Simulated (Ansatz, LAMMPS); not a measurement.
# Gap against volume in glassy 83P2O5-17Al2O3 (mol %) (80 atoms)

Density of this cell: 2.52 g/cm³. The cell holds 80 atoms: 20 P, 4 Al and 56 O. Cell: a = 10.399 Å, b = 9.967 Å, c = 10.341 Å, α = 89.5°, β = 86.5°, γ = 90.7°. The starting structure: 80 atoms (20 P, 4 Al, 56 O) placed at random at 2.43 g/cm³, melted at 4000 K for 10 ps at fixed volume with the Morse and Coulomb pair potential with partial charges (Pedone, Malavasi, Menziani, Cormack and Segre, J. Phys. Chem. B 110, 11780 (2006)). Quenched from 4000 K to 300 K at 6 K/ps and fixed volume, held 10 ps at zero pressure.

Calculated with Ansatz 0.2.0: Kohn-Sham DFT, PBE, PAW (set soft_2), plane waves; cutoff 420 eV, Γ point, fixed occupations. The relaxed cell was scaled evenly and the atoms were relaxed at each volume. The gap is that between the highest filled and the lowest empty Kohn-Sham level on the run's k-points.

```
volume (Å³/atom)  gap (eV)
          12.034               4.355
          12.569                   ?
          12.970               3.987
          13.371               3.781
          13.772               3.539
          14.173               3.293
```

**Question.** Fit a straight line in ln V to the rows given and interpolate to the withheld row.

Worked fit:

A volume deformation potential makes the spacing linear in u = ln(V/V0), with V0 = 13.371 Å³ the relaxed volume; v is the spacing.

| u = ln(V/V0) | v (eV) |
| --- | --- |
| -0.105361 | 4.3554 |
| -0.0304594 | 3.987 |
| 0 | 3.7809 |
| 0.0295592 | 3.5388 |
| 0.0582683 | 3.2932 |

With n = 5: mean u = -0.00959854, mean v = 3.79106, Σ(u − ū)² = 0.015837, Σ(u − ū)(v − v̄) = -0.10189. Slope b = -0.10189 / 0.015837 = -6.4339; intercept a = v̄ − b ū = 3.7293.

At the withheld volume u = -0.06188, and v = a + b u.

Prediction at 12.569: 4.127 eV. The run gave 4.164 eV, so the fit is low by 0.036 eV (0.88 % of the value).

The slope, -6.43 eV, says that the spacing narrows on expansion. Among the rows given, the largest miss of the fit is at 12.970, by 0.062 eV (5.8 % of the range of the table).

Limits: The table spans 16 % in volume, wide for a linear law. Semilocal functionals tend to put gaps under measured ones. Only the Γ point is sampled. Atoms move by up to 0.7 Å in these relaxations, so the structure changes along the series. Defect or tail levels can set the spacing of a disordered cell.

[Logs are printed without paths, hosts, clocks, repeated set-up lines and the standing remarks that a program may print on its own settings, such as how far it seeks lower states.]

[Hosts, paths, dates, database ids (printed as entryN), source tags and the programs' standing remarks are cut or masked in the printed files.]
